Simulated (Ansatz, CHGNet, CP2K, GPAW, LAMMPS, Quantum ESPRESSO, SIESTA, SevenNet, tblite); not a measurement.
# Running glassy 40SiO2-28Al2O3-16Li2O-16SrO (mol %) (85 atoms) with CP2K, part 3 of 3

How do the settings of CP2K change the result for glassy 40SiO2-28Al2O3-16Li2O-16SrO (mol %) (85 atoms)? A plane-wave run serves as the yardstick.

Program: CP2K 2026.2; the method stands at each step. Banners, paths, timers and routine set-up lines are dropped from the logs unmarked, and long logs keep their key lines alone; longer cuts are marked.

So far. Step 5 (PBE, SZV-MOLOPT-SR, 600/50 Ry, diagonalisation): Against the first run (11 %), the force difference from the reference is 127 %, at 0.54 times the CPU time (on 1 against 4 cores), with 328 basis functions against 1053: the smaller basis costs accuracy. Step 6 (PBE+D3(BJ), DZVP-MOLOPT-SR, 600/50 Ry, diagonalisation): Against the first run (11 %), the force difference from the reference is 11 %, at 1.00 times the CPU time; the model has changed, so this is no error of the program alone.

**7. PBE, DZVP-MOLOPT-SR, 300/50 Ry, diagonalisation**

Method: Kohn-Sham DFT, PBE, GTH-PBE pseudopotentials, Gaussian and plane waves, DZVP-MOLOPT-SR-GTH, diagonalisation.

input.inp

```
&GLOBAL
  PROJECT cell
  RUN_TYPE ENERGY_FORCE
  PRINT_LEVEL LOW
&END GLOBAL
&FORCE_EVAL
  METHOD QS
  STRESS_TENSOR ANALYTICAL
  &DFT
    BASIS_SET_FILE_NAME BASIS_MOLOPT
    POTENTIAL_FILE_NAME GTH_POTENTIALS
    &MGRID
      CUTOFF 300
      REL_CUTOFF 50
    &END MGRID
    &QS
      EPS_DEFAULT 1.0E-12
    &END QS
    &SCF
      SCF_GUESS ATOMIC
      EPS_SCF 1.0E-06
      MAX_SCF 200
      ADDED_MOS 14
      &DIAGONALIZATION
        ALGORITHM STANDARD
      &END DIAGONALIZATION
      &SMEAR ON
        METHOD FERMI_DIRAC
        ELECTRONIC_TEMPERATURE [K] 580
      &END SMEAR
      &MIXING
        METHOD BROYDEN_MIXING
        ALPHA 0.3
        NBROYDEN 8
      &END MIXING
      &PRINT
        &RESTART OFF
        &END RESTART
      &END PRINT
    &END SCF
    &XC
      &XC_FUNCTIONAL PBE
      &END XC_FUNCTIONAL
    &END XC
    &PRINT
      &MULLIKEN ON
      &END MULLIKEN
      &LOWDIN ON
      &END LOWDIN
      &MO ON
        EIGENVALUES T
        OCCUPATION_NUMBERS T
        MO_INDEX_RANGE 209 232
        &EACH
          QS_SCF 0
        &END EACH
        ADD_LAST NUMERIC
      &END MO
    &END PRINT
  &END DFT
  &SUBSYS
    &CELL
      A 10.15170 0.00000 0.00000
      B 0.00000 10.15170 0.00000
      C 0.00000 0.00000 10.15170
    &END CELL
    &TOPOLOGY
      COORD_FILE_NAME structure.xyz
      COORD_FILE_FORMAT XYZ
    &END TOPOLOGY
    &KIND Si
      BASIS_SET DZVP-MOLOPT-SR-GTH-q4
      POTENTIAL GTH-PBE-q4
    &END KIND
    &KIND Al
      BASIS_SET DZVP-MOLOPT-SR-GTH-q3
      POTENTIAL GTH-PBE-q3
    &END KIND
    &KIND Li
      BASIS_SET DZVP-MOLOPT-SR-GTH-q3
      POTENTIAL GTH-PBE-q3
    &END KIND
    &KIND Sr
      BASIS_SET DZVP-MOLOPT-SR-GTH-q10
      POTENTIAL GTH-PBE-q10
    &END KIND
    &KIND O
      BASIS_SET DZVP-MOLOPT-SR-GTH-q6
      POTENTIAL GTH-PBE-q6
    &END KIND
  &END SUBSYS
  &PRINT
    &FORCES ON
    &END FORCES
    &STRESS_TENSOR ON
    &END STRESS_TENSOR
  &END PRINT
&END FORCE_EVAL
```

structure.xyz

```xyz
85

[... 85 atom lines left out: the same atoms as in the first run ...]
```

The run is started by

```bash
$ OMP_NUM_THREADS=2 cp2k.psmp -i input.inp > output.txt
```

Numbers of over 12 decimals in the logs are rounded to 6 here.

Log:

```text
CP2K| version string:                                       CP2K version 2026.2
 CP2K| Input file name                                                 input.inp
 GLOBAL| Basis set file name                                        BASIS_MOLOPT
 GLOBAL| Potential file name                                      GTH_POTENTIALS
 GLOBAL| Run type                                                   ENERGY_FORCE
 GLOBAL| Total number of message passing processes                             1
 GLOBAL| Number of threads for this process                                    2
 TOTAL NUMBERS AND MAXIMUM NUMBERS
  Total number of            - Atomic kinds:                                   5
                             - Atoms:                                         85
[... lines left out ...]
                        Smear method:                                FERMI_DIRAC
[... lines left out ...]
 Number of electrons:                                                        440
[... lines left out ...]
  Step     Update method      Time    Convergence         Total energy    Change
[... lines left out ...]
  *** SCF run converged in    16 steps ***
[... lines left out ...]
  Fermi energy:                                                 0.202162
  Total energy:                                             -1041.637831
  Total energy (extrapolated to T->0):                      -1041.637831
[... lines left out ...]
 MO| E(Fermi):            0.202162 a.u.          5.501113 eV
[... lines left out ...]
       1     Si       1          3.306628                              0.693372
       2     Si       1          3.423193                              0.576807
       3     Si       1          3.310453                              0.689547
[...]
# Total charge                            440.000000                 -0.000000
 !-----------------------------------------------------------------------------!
 LOWDIN POPULATION ANALYSIS
 #  Atom  Element  Kind  Atomic population                           Net charge
[...]
84     O        5          6.521707                             -0.521707
      85     O        5          6.663735                             -0.663735
 # Total charge                            440.000000                 -0.000000
 ENERGY| Total FORCE_EVAL ( QS ) energy [hartree]          -1041.637843
 FORCES| Atomic forces [hartree/bohr]
 FORCES|   Atom     x               y               z               |f|
 FORCES|      1  6.02416063E-03  2.25522272E-02  1.79748071E-02   2.94616217E-02
 FORCES|      2  1.47316738E-02  2.93524530E-04 -1.45647808E-02   2.07181372E-02
 FORCES|      3 -4.37673481E-04 -1.46001865E-02  4.19672990E-03   1.51976822E-02
[...]
FORCES|     84  1.95247823E-02 -1.82908333E-02 -2.27865454E-03   2.68507723E-02
 FORCES|     85  1.64546938E-02 -3.97083821E-02 -3.40855101E-02   5.48574020E-02
 FORCES| Sum     1.70921203E-02 -6.49660922E-04  1.75474234E-02
 FORCES| Total atomic force                                       2.45045854E-02
 STRESS| Analytical stress tensor [bar]
 STRESS|                        x                   y                   z
 STRESS|      x        3.84041876427E+04  -6.57064953390E+03  -2.58242300093E+02
 STRESS|      y       -6.57064953390E+03   4.98924151002E+04   9.80310640193E+03
 STRESS|      z       -2.58242300093E+02   9.80310640193E+03   4.70237984206E+04
 STRESS| 1/3 Trace                                             4.51068003878E+04
```

The job ended after 99 s (2 threads of Arm Neoverse V2, shared host; peak memory 1.2 GiB).

Against the reference:

```yaml
r_m_s_force_component: 0.7524 eV/Å
r_m_s_difference_of_force_components: 123.5 meV/Å
longest_difference_of_force_vectors: 444.1 meV/Å
force_difference_over_r_m_s_force: 16.29 %
slope_of_forces_against_the_reference_s: 0.979
correlation_of_force_components: 0.9867
spacing_of_highest_filled_and_lowest_empty_level: 3.582 eV
gap_difference: -0.0891 eV
pressure: 4.511 GPa
pressure_difference: -0.1076 GPa
energy_less_the_same_level_run_s: -3.182 meV/atom
r_m_s_force_difference_from_the_same_level_run: 104 meV/Å
```

This is a coarse setting, run to see what it loses.

Against the first run (11 %), the force difference from the reference is 16 %, at 0.66 times the CPU time (on 2 against 4 cores): the grid matters here.

The forces add up to 1.3 eV/Å instead of zero, usually a sign of too coarse a grid.

**8. Side by side**

Differences are against the plane-wave reference, forces as r.m.s. over components; share is that over the reference's r.m.s. force, slope the least-squares factor from reference forces to these. Total energies of different programs have different zeros and aren't compared.

```tsv
run	Δ force, r.m.s. (meV/Å)	share (%)	slope	Δ pressure (GPa)	Δ gap (eV)	cores	CPU time	memory (GiB)
reference	-	-	-	-	-	4	9.5 min	3.1
CP2K PBE, DZVP-MOLOPT-SR, 600/50 Ry, diagonalisation	82.5	10.9	0.978	-0.288	-0.0876	4	4.8 min	3.9
CP2K PBE, DZVP-MOLOPT-SR, 600/50 Ry, TRS4 filter 1e-07, SCF 1e-07	79.8	10.5	0.980	-0.295	-	4	2.9 min	2.6
CP2K PBE, DZVP-MOLOPT-SR, 600/50 Ry, TRS4 filter 1e-03, SCF 1e-04 (coarse)	206	27.1	0.923	-0.0364	-	4	99 s	2.6
CP2K PBE, SZV-MOLOPT-SR, 600/50 Ry, diagonalisation (coarse)	959	127	1.940	16.7	-1.44	1	2.6 min	2.4
CP2K PBE+D3(BJ), DZVP-MOLOPT-SR, 600/50 Ry, diagonalisation	83.5	11.0	0.978	-2.60	-0.0876	4	4.8 min	4
CP2K PBE, DZVP-MOLOPT-SR, 300/50 Ry, diagonalisation (coarse)	124	16.3	0.979	-0.108	-0.0891	2	3.2 min	1.2
```

Rows marked coarse were listed beforehand as settings not expected to be converged; some can still land near the reference.

CPU time is summed over cores on a shared host, where runs went side by side, so it is rough. Symmetry, cutoffs, thresholds, outputs and thread counts weren't matched or tuned between programs; memory under MPI is the largest rank's times the ranks.

Mean charges by element (e), by run and scheme:

```tsv
run	scheme	Si	Al	Li	Sr	O
CP2K PBE, DZVP-MOLOPT-SR, 600/50 Ry, diagonalisation	Mulliken	+0.67	+1.10	+0.68	+1.18	-0.66
CP2K PBE, DZVP-MOLOPT-SR, 600/50 Ry, TRS4 filter 1e-07, SCF 1e-07	Mulliken	+0.67	+1.10	+0.68	+1.18	-0.66
CP2K PBE+D3(BJ), DZVP-MOLOPT-SR, 600/50 Ry, diagonalisation	Mulliken	+0.67	+1.10	+0.68	+1.18	-0.66
```

Within one program, basis, potentials and functional, energies share a zero. Each run against its twin at the usual cutoff or grid and solver:

```tsv
run	twin	Δ energy (meV/atom)	Δ force, r.m.s. (meV/Å)	CPU time over the twin's
CP2K PBE, DZVP-MOLOPT-SR, 600/50 Ry, TRS4 filter 1e-07, SCF 1e-07	DZVP-MOLOPT-SR, 600/50 Ry, diagonalisation	0.0093	7.00	0.61
CP2K PBE, DZVP-MOLOPT-SR, 600/50 Ry, TRS4 filter 1e-03, SCF 1e-04	DZVP-MOLOPT-SR, 600/50 Ry, diagonalisation	30.9	152	0.34
CP2K PBE, DZVP-MOLOPT-SR, 300/50 Ry, diagonalisation	DZVP-MOLOPT-SR, 600/50 Ry, diagonalisation	-3.18	104	0.66 (this twin ran on 4 cores)
```

Further runs of this program without a result: CP2K GFN1-xTB, diagonalisation (not converged); CP2K HSE06 with ADMM, PBE0 potentials, DZVP-UZH, 600/50 Ry, OT DIIS (cut off at its time limit).

**9. Results**

* nearest in forces: a tie at 11 % of 3 runs: CP2K PBE, DZVP-MOLOPT-SR, 600/50 Ry, diagonalisation; CP2K PBE, DZVP-MOLOPT-SR, 600/50 Ry, TRS4 filter 1e-07, SCF 1e-07; CP2K PBE+D3(BJ), DZVP-MOLOPT-SR, 600/50 Ry, diagonalisation

What this shows: The PBE runs in local orbitals, coarse settings apart, differ by 11 % in each run; basis, grid and potentials can all enter. Rows with another functional or a dispersion term differ by 11 % (CP2K PBE+D3(BJ), DZVP-MOLOPT-SR, 600/50 Ry, diagonalisation), which mixes the change of model with differences of basis and potentials. Runs with settings chosen to be coarse differ by 16 % (CP2K PBE, DZVP-MOLOPT-SR, 300/50 Ry, diagonalisation) to 127 % (CP2K PBE, SZV-MOLOPT-SR, 600/50 Ry, diagonalisation), their programs' other errors included. Of the electronic-structure runs that take under half the reference's CPU time, CP2K PBE, DZVP-MOLOPT-SR, 600/50 Ry, TRS4 filter 1e-07, SCF 1e-07 comes nearest, at 11 % in 2.9 min against 9.5 min. At the same functional, gaps differ from the reference's 3.67 eV by between -1.44 and -0.09 eV. In pressure, CP2K PBE, SZV-MOLOPT-SR, 600/50 Ry, diagonalisation misses by +16.7 GPa, at the same functional. The mean charges agree among these rows within 0.01 e. With TRS4, tightening the sparsity filter from 1e-03 to 1e-07, and the SCF threshold with it, takes the force difference from the cubic solver from 152 to 7.0 meV/Å, and the CPU time from 0.34 to 0.61 times the cubic solver's. The reference's pressure holds the uncorrected Pulay stress of its 60 Ry basis, so small pressure differences, and their order, may be the reference's own error. The quench rate of 6 K/ps is many orders above laboratory rates, so the cell is likely richer in defects and strain than a real sample. The network of bonds at the start is that of the classical potential that made the cell, and needn't be the one that DFT or experiment would give. The reference's pressure of 4.6 GPa belongs to a cell and atoms that aren't relaxed at this level. The electronic-structure runs sample only Γ, in a cell whose shortest periodic width is 10 Å.

[Also dropped from logs without a mark: logging warnings of Python, and SIESTA's first energy breakdown and zero terms.]

[Logs are printed without paths, hosts, clocks, repeated set-up lines and the standing remarks that a program may print on its own settings, such as how far it seeks lower states.]

[Hosts, paths, dates, database ids (printed as entryN), source tags and the programs' standing remarks are cut or masked in the printed files.]
